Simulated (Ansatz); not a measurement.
# O_i (void) in SiC (P6_3mc): charge-transition levels and formation energies

Aim: at which Fermi levels does O_i (void) in SiC (P6_3mc) change its charge? The model is a cell of 108 host atoms with 1 O put in.

Main program and level: Ansatz 0.2.0; place-levels on r2SCAN runs: charge-transition levels and formation energies with image-charge correction and potential alignment at the atomic sites; PAW set soft_1.

**What experiment says.**

For SiC, 6H (bulk crystal, literature), “Charge spill-out and work function of few-layer graphene on SiC(0001)” (2018, arxiv:1806.04908) quotes earlier work: band gap (indirect gap, experimental literature value) 3.03 eV [Literature value cited in passing in the theory part; temperature and measurement method …].

**1. The structure**

The cell holds 109 atoms: 54 Si, 54 C and 1 O. Its edges and angles: a = 9.236 Å, b = 9.236 Å, c = 15.108 Å, α = 90.0°, β = 90.0°, γ = 120.0°. It derives from SiC (space group P6_3mc). Nearest the centre at fractional (0.111, 0.222, 0.437): O109 at 0.00 Å, Si5 at 2.01 Å, Si53 at 2.01 Å, Si17 at 2.01 Å, C8 at 2.01 Å, C56 at 2.01 Å, C20 at 2.01 Å, Si74 at 2.37 Å.

Known beforehand: the electronic dielectric constant, (7.09, 7.09, 7.35), and the static one, (10.43, 10.43, 10.95), computed on the host (DFPT, PBEsol, on the r2SCAN cell), and a cell off the functional's own equilibrium shifts the ionic part.

The cell's shortest repeat is 9.2 Å.

**2. The runs of each charge state**

Levels follow from differences of total energies between charge states, each relaxed by itself.

Each atom starts 0.05 Å or so off its site in a random direction: a symmetric start keeps its symmetry, and would miss off-centre moves and Jahn–Teller distortions. Forces are taken at one point at (¼, ¼, ¼). The cell holds 2 electrons more than the neutral one, with a uniform background that keeps it neutral on the whole.

The sampling was tested on the host first: at the k-points planned (1x1x1 shifted 0.25 0.25 0.25) its energy lies -0.041 eV an atom from the dense-mesh value, a large miss, so this sampling is coarse for the host.

One state's input; the others differ in charge, spin, start and seed, and in occupations where the table says so.

qm2.relax/input.yaml

```yaml
crystal:
  lattice:
    - [9.23599493, 0.0, 0.0]
    - [-4.61799746, 7.99860624, 0.0]
    - [0.0, 0.0, 15.1078644]
  atoms:
    - { symbol: Si, position: [0.11111111, 0.22222222, 0.8329854] }
    - { symbol: Si, position: [0.22222222, 0.11111111, 0.3329854] }
[... 2 atom lines left out ...]
    - { symbol: Si, position: [0.0, 0.0, 0.49972248] }
[... 2 atom lines left out ...]
    - { symbol: C, position: [0.0, 0.0, 0.37436694] }
[... 2 atom lines left out ...]
    - { symbol: C, position: [0.22222222, 0.11111111, 0.54152848] }
[... 2 atom lines left out ...]
    - { symbol: Si, position: [0.22222222, 0.44444444, 0.3329854] }
[... 2 atom lines left out ...]
    - { symbol: Si, position: [0.0, 0.33333333, 0.49972248] }
[... 2 atom lines left out ...]
    - { symbol: C, position: [0.0, 0.33333333, 0.37436694] }
[... 2 atom lines left out ...]
    - { symbol: C, position: [0.22222222, 0.44444444, 0.54152848] }
[... 17 atom lines left out ...]
    - { symbol: Si, position: [0.33333333, 0.0, 0.49972248] }
[... 2 atom lines left out ...]
    - { symbol: C, position: [0.33333333, 0.0, 0.37436694] }
[... 8 atom lines left out ...]
    - { symbol: Si, position: [0.33333333, 0.33333333, 0.49972248] }
[... 2 atom lines left out ...]
    - { symbol: C, position: [0.33333333, 0.33333333, 0.37436694] }
[... 8 atom lines left out ...]
    - { symbol: Si, position: [0.33333333, 0.66666667, 0.49972248] }
[... 2 atom lines left out ...]
    - { symbol: C, position: [0.33333333, 0.66666667, 0.37436694] }
[... 5 atom lines left out ...]
    - { symbol: Si, position: [0.88888889, 0.11111111, 0.3329854] }
[... 2 atom lines left out ...]
    - { symbol: Si, position: [0.66666667, 0.0, 0.49972248] }
[... 2 atom lines left out ...]
    - { symbol: C, position: [0.66666667, 0.0, 0.37436694] }
[... 2 atom lines left out ...]
    - { symbol: C, position: [0.88888889, 0.11111111, 0.54152848] }
[... 14 atom lines left out ...]
    - { symbol: Si, position: [0.88888889, 0.77777778, 0.3329854] }
[... 10 atom lines left out ...]
    - { symbol: O, position: [0.111111, 0.222222, 0.437048] }
  host:
    repeats: [3, 3, 1]
    atoms:
      - { symbol: Si, position: [0.33333333, 0.66666667, 0.8329854] }
      - { symbol: Si, position: [0.66666667, 0.33333333, 0.3329854] }
      # ... 10 more atoms of the perfect host
total_charge: -2
basis:
  ecutwfc: 500
  xc_grid: 2
hamiltonian:
  xc: r2scan
  pseudopotentials: { kind: paw, azcp: { folder: soft_1 } }
kpoints:
  mp_grid: { grid: [1, 1, 1], shift: [0.25, 0.25, 0.25] }
scf:
  occupations: { method: fixed }
  max_iter: 100
output:
  forces: true
  charged_corrections:
    epsilon: [7.09, 7.09, 7.35]
    static_epsilon: [10.43, 10.43, 10.95]
    defect_position: [0.111111, 0.222222, 0.437048]
relax:
  f_tol: 0.02
  max_steps: 80
  random_displacement: { amplitude: 0.05, seed: 5129 }
checkpoint:
  write: "../qm2.relax.run"
  compress: false
  write_wavefunctions: true
  write_every: 100000
```

Command:

```console
> ansatz run input.yaml --threads 4 --pin off --max-ram 15073MiB --backend cpu --events-out ev --progress --plain --runs-dir out
```

Defect states can disperse in a cell of this size, so the energy is taken again at a 2×2×2 shifted mesh, on the relaxed structure.

The run of this state that the levels use, under r2SCAN:

qm2.point/input.yaml

```yaml
crystal:
  checkpoint: "../qm2.relax.run"
  host: checkpoint
total_charge: -2
basis:
  ecutwfc: 500
  xc_grid: 2
hamiltonian:
  xc: r2scan
  pseudopotentials: { kind: paw, azcp: { folder: soft_1 } }
kpoints:
  mp_grid: { grid: [2, 2, 2], shift: [0.5, 0.5, 0.5] }
scf:
  occupations: { method: fermi_dirac, width: 0.01 }
  max_iter: 100
output:
  forces: true
  eigenvalues: true
  charged_corrections:
    epsilon: [7.09, 7.09, 7.35]
    static_epsilon: [10.43, 10.43, 10.95]
    defect_position: [0.111111, 0.222222, 0.437048]
  eigenstates: { localisation: true }
  populations: true
  band_densities: [{ bands: [v1, v1] }, { bands: [c1, c1] }]
  write_density: true
  write_potential: true
  volumetric_format: npy
  elf: true
checkpoint:
  read: "../qm2.relax.run"
  write: "../qm2.point.run"
  compress: false
  write_wavefunctions: false
  write_every: 100000
```

Relaxations under r2SCAN at one point at (¼, ¼, ¼); times on 4 threads of Arm Neoverse V1, shared host:

```tsv
charge	moment (μB)	occupations	outcome	steps	largest displacement against the far atoms (Å)	time
−2	0	fixed	converged	8	0.42	5.4 min
−1	1	fixed	converged	16	0.48	22 min
0	0	fixed	converged	16	1.58	9.2 min
```

Single points under r2SCAN at a 2×2×2 shifted mesh; times on 4 threads of Arm Neoverse V1, shared host:

```tsv
charge	moment (μB)	occupations	outcome	time
−2	0	fermi-dirac	converged	4.4 min
−1	1	fermi-dirac	converged	11 min
0	0	fermi-dirac	converged	4.4 min
```

Distances (Å) from O109 to the nearest atoms after relaxation with r2SCAN:

```tsv
charge	moment (μB)	1.	2.	3.	4.	5.	6.
−2	0	Si 1.73	Si 1.73	Si 1.73	C 2.29	C 2.29	C 2.29
−1	1	Si 1.75	Si 1.75	Si 1.80	C 2.15	C 2.29	C 2.29
0	0	C 1.41	Si 1.59	Si 1.99	C 2.33	Si 2.67	Si 2.67
```

**3. Placing the levels, r2SCAN**

A charged cell interacts with its images and the background, and its potential has another zero than the host's. place-levels removes the first by a point-charge model, screened by the static dielectric constant since the ions have relaxed around the charge, and the second by comparing potentials at atoms far from the defect.

The host is a run of the defect-free crystal in the same cutoffs, grids and k-points, so that basis and sampling errors cancel in part in the differences. The host is run in a cell of 12 atoms on a matching mesh. Its band edges are searched through the zone by a band path, so the gap is smaller than, or equal to, that on the mesh. Chemical potentials are energies per atom of O (O2 molecule), run with the same functional and cutoff.

levels.point.yaml

```yaml
host:
  run: host.point.run
states: [qm2.point.run, qm1_M1.point.run, q0.point.run]
geometry_from:
  qm2.point.run: qm2.relax.run
  qm1_M1.point.run: qm1_M1.relax.run
  q0.point.run: q0.relax.run
  host.point.run: host.relax.run
chemical_potentials:
  O:
    energy: -565.989614
    dataset: <sha256 of the dataset>
epsilon: [7.09, 7.09, 7.35]
static_epsilon: [10.43, 10.43, 10.95]
vertical:
  - { from: qm2.point.run, to: qm2.point_neutral.run }
  - { from: qm1_M1.point.run, to: qm1_M1.point_neutral.run }
```

Command:

```console
> ansatz place-levels levels.point.yaml -- --threads 4 --pin off --max-ram 15073MiB
```

Numbers of over 12 decimals in the logs are rounded to 6 here.

The program printed:

```text
[... repeated set-up lines and file paths are left out, and long positions are rounded to six places ...]
(0/-1) 3.364 eV above the valence edge, in the conduction band; not on the lower envelope
(-1/-2) 0.964 eV above the valence edge, 1.404 eV under the conduction edge; not on the lower envelope
(0/-2) 2.164 eV above the valence edge, 0.205 eV under the conduction edge: charges between them are lowest nowhere
formation energy of charge 0: +1.205 eV with the Fermi level at the valence edge
formation energy of charge -1: +4.569 eV with the Fermi level at the valence edge
formation energy of charge -2: +5.533 eV with the Fermi level at the valence edge
vertical -2 to 0: no energy, since no alignment is typed
  the change from vertical[0].from (qm2.point.run) to vertical[0].to (qm2.point_neutral.run): by its potential at epsilon [7.09, 7.09, 7.35] it stands at 0.066 0.268 0.512, with an rms radius of about 4.1 Å (2.2 2.2 2.7 Å across the planes of the cell's [...]
vertical -1 to 0: no energy, since no alignment is typed
  the change from vertical[1].from (qm1_M1.point.run) to vertical[1].to (qm1_M1.point_neutral.run): by its potential at epsilon [7.09, 7.09, 7.35] it stands at 0.024 0.269 0.498, with an rms radius of about 4.2 Å (2.4 2.2 2.6 Å across the planes of the cell's [...]
  edges by r2scan, gap 2.368 eV; the host is sampled to repeats of 18.47 Å
  the defect's cells are sampled to repeats of 18.47 Å, like sampling
  charge 0: +0.000 eV for its dipole among its images, +0.019 omitted
  charge -1: -48683.9193 eV with its correction of +0.078 eV, at epsilon [10.43, 10.43, 10.95], aligned at sites: +0.0885 eV, mean over 76 atomic sites at or beyond 4.62 Å from the defect at [0.1111, 0.2222, 0.4370], with +0.006604 for the charge's moments [...]
  charge -2: -48673.5211 eV with its correction of +0.476 eV, at epsilon [10.43, 10.43, 10.95], aligned at sites: +0.0948 eV, mean over 76 atomic sites at or beyond 4.62 Å from the defect at [0.1111, 0.2222, 0.4370], with +0.000039 for the charge's moments [...]
  of states[1] (qm1_M1.point.run): it parts from the run at its places by a charge that spreads by about 2.4 Å along one vector (1.4 Å or more is wide), by its potential at epsilon [7.09, 7.09, 7.35], taken for that of held ions (one typed too small widens [...]
  of states[0] (qm2.point.run): it parts from the run at its places by a charge that spreads by about 2.2 Å along one vector (1.4 Å or more is wide), by its potential at epsilon [7.09, 7.09, 7.35], taken for that of held ions (one typed too small widens it), [...]
  of vertical[0].from (qm2.point.run): it parts from the run at its places by a charge that spreads by about 2.2 Å along one vector (1.4 Å or more is wide), by its potential at epsilon [7.09, 7.09, 7.35], taken for that of held ions (one typed too small [...]
  vertical[0].to (qm2.point_neutral.run): levels filled in part (TS 0.007 eV): its energy is of no whole electron's
  of vertical[1].from (qm1_M1.point.run): stability_check_not_made; [...]
  vertical[1].to (qm1_M1.point_neutral.run): levels filled in part (TS 0.001 eV): its energy is of no whole electron's
```

Run time: 0.54 s. Hardware: 4 threads of Arm Neoverse V1, shared host.

Levels between the charges placed, in eV above the valence top:

```tsv
	gap (eV)	(0/−1)	(−1/−2)
r2SCAN	2.37	3.36	0.96
```

Corrections by state:

```tsv
charge	moment (μB)	image terms and alignment (eV)	band filling (eV)	ε used	over the lowest of its charge, as the program ranks them, band filling apart (eV)
0	0.0	0.000	-	-	0.000
−1	1.0	0.078	-	principal values (10.43, 10.43, 10.95)	0.000
−2	0.0	0.476	-	principal values (10.43, 10.43, 10.95)	0.000
```

The charged structures listed were also run neutral, and place-levels reads from each pair, by the potential or the spins, how wide the charge is by which they differ; that can be the carrier of either run.

```tsv
charge	rms radius (Å)	spread where it is widest against the cell (Å)	wide from (Å)	reading
−1	4.2	2.44	1.39	wide
−2	4.1	2.24	1.39	wide
```

The neutral runs of these pairs need not share the spin of the lowest neutral state, and very wide values only mean spread over the cell.

From the program's caveats on the states, each cut to its opening words:

- charge −1 (1 μB): it parts from the run at its places by a charge that spreads by about 2.4 Å along one vector (1.4 Å or more is wide), by its potential at epsilon [7.09, 7.09, [...]
- charge −1 (1 μB): flagged: stability check not made
- charge −2: it parts from the run at its places by a charge that spreads by about 2.2 Å along one vector (1.4 Å or more is wide), by its potential at epsilon [7.09, 7.09, [...]

The host's formation energy from the elements is -0.356 eV per atom; it sets how far the chemical potentials can move.

Limit set by the element alone; other compounds of these elements are not counted. Chemical potentials from the elements' reference states: C 0.00 eV, Si -0.71 eV, O 0.00 eV. Formation energies (C-rich), with the Fermi level at the valence top and at the conduction bottom (gap 2.37 eV):

```tsv
charge	at valence top (eV)	at conduction bottom (eV)	correction included (eV)
0	1.21	1.21	0.00
−1	4.57	2.20	0.08
−2	5.53	0.80	0.48
```

Fermi level (eV), lowest formation energy (eV) and a bar from the least value:
```
     0.00       1.21 ##############################
     0.22       1.21 ##############################
     0.43       1.21 ##############################
     0.65       1.21 ##############################
     0.86       1.21 ##############################
     1.08       1.21 ##############################
     1.29       1.21 ##############################
     1.51       1.21 ##############################
     1.72       1.21 ##############################
     1.94       1.21 ##############################
     2.15       1.21 ##############################
     2.37       0.80
```

Limit set by the element alone; other compounds of these elements are not counted. Chemical potentials from the elements' reference states: Si 0.00 eV, C -0.71 eV, O 0.00 eV. Formation energy by charge state (Si-rich; gap 2.37 eV):

```tsv
charge	at valence top (eV)	at conduction bottom (eV)	correction included (eV)
0	1.21	1.21	0.00
−1	4.57	2.20	0.08
−2	5.53	0.80	0.48
```

```
Fermi level (eV)  lowest formation energy (eV)
            0.00                          1.21
            0.22                          1.21
            0.43                          1.21
            0.65                          1.21
            0.86                          1.21
            1.08                          1.21
            1.29                          1.21
            1.51                          1.21
            1.72                          1.21
            1.94                          1.21
            2.15                          1.21
            2.37                          0.80
```

**4. Effect of the sampling**

The relaxations' own energies give the levels at their sampling, for comparison.

levels.relax_mesh.yaml

```yaml
host:
  run: host.relax.run
states: [qm2.relax.run, qm1_M1.relax.run, q0.relax.run]
chemical_potentials:
  O:
    energy: -565.989614
    dataset: <sha256 of the dataset>
```

Command:

```console
> ansatz place-levels levels.relax_mesh.yaml -- --threads 4 --pin off --max-ram 15073MiB
```

The program printed:

```text
(0/-1) 3.434 eV above the valence edge, in the conduction band; not on the lower envelope
[...]
formation energy of charge 0: +1.294 eV with the Fermi level at the valence edge
formation energy of charge -1: +4.728 eV with the Fermi level at the valence edge
formation energy of charge -2: +5.704 eV with the Fermi level at the valence edge
  edges by r2scan, gap 2.378 eV; the host is sampled to repeats of 16.00 Å
[... the lines on each state left out ...]
```

Elapsed: 0.18 s, on 4 threads.

Levels between neighbouring charges, in eV above the valence top:

```tsv
	gap (eV)	(0/−1)	(−1/−2)
one point at (¼, ¼, ¼)	2.38	3.43	0.98
a 2×2×2 shifted mesh	2.37	3.36	0.96
```

Going from one point at (¼, ¼, ¼) to a 2×2×2 shifted mesh moves the levels that carry no band-filling term by up to 0.07 eV and formation energies against the elements by up to 0.17 eV.

**5. What came out**

| Quantity | Value |
| --- | --- |
| gap of the host | 2.37 eV (r2SCAN) |
| level (0/minus 1) | 3.36 eV above the valence top, past the conduction bottom, not a change between lowest states |
| level (minus 1/minus 2) | 0.96 eV above the valence top, not a change between lowest states |
| level (0/minus 2) | 2.16 eV above the valence top |
| lowest of the charges placed, just above the valence top (0.02 eV) | 0 |
| lowest of the charges placed, just below the conduction bottom (0.02 eV) | −2 |
| lowest formation energy at mid-gap of the charges run, C-rich | 1.21 eV |
| lowest formation energy at mid-gap of the charges run, Si-rich | 1.21 eV |

Of the charges placed (−2, −1 and 0), the lowest changes at 2.16 eV (0/−2) above the valence top, in a gap of 2.37 eV. (0/−2) lies nearer to a band edge than the share of the finite-size correction in it (0.24 eV), and that correction holds for a localised charge alone. (0/−2) passes over charge −1, which lies 1.20 eV above the two there; a lower structure or spin state of it, if missed, would change that. Charges above 0 and below −2 were not placed, so these runs say nothing of levels that involve them. States placed: 0 at 0 μB; −1 at 1 μB; −2 at 0 μB. Other spin states or structures, where not listed, weren't placed. At charge 0 the atom put in ends up to 1.6 Å from its starting place, so the name tells the start alone and the levels can join different sites. O is taken at its element; compounds, which aren't counted here, bound the chemical potentials and would shift these formation energies. Going from one point at (¼, ¼, ¼) to a 2×2×2 shifted mesh moves the levels that carry no band-filling term by up to 0.07 eV and formation energies against the elements by up to 0.17 eV. What this leaves open: r2SCAN makes the gap too small and tends to spread out bound carriers; where a gas molecule sets a chemical potential or the host's formation energy, its binding is uncorrected; force components of up to 0.31 eV/Å remain in a run at the final settings.

Comparison with the measured values:

```
                             quantity  measured           r2SCAN
band gap (least gap of the host) (eV)      3.03  2.37 (-0.66 eV)
```

Measured values from arxiv:1806.04908 (2018).

**Verdict.** The band gap is off by -0.66 eV: a clear miss. Local and semilocal functionals usually give gaps below the measured ones. Zero-point and thermal motion shift the measured gap.

[Logs are printed without paths, hosts, clocks, repeated set-up lines and the standing remarks that a program may print on its own settings, such as how far it seeks lower states.]

[Hosts, paths, dates, database ids (printed as entryN), source tags and the programs' standing remarks are cut or masked in the printed files.]

[Where a table of states has a column of steps, it counts the stored structures, which are thinned; the runs took as many ionic steps or more.]

[A defect's name tells the site on which it was built; relaxed atoms can leave that site.]

[For some hosts the program warned that the k-mesh of the response run may be too coarse for force constants and the static dielectric constant; such warnings are not shown here.]
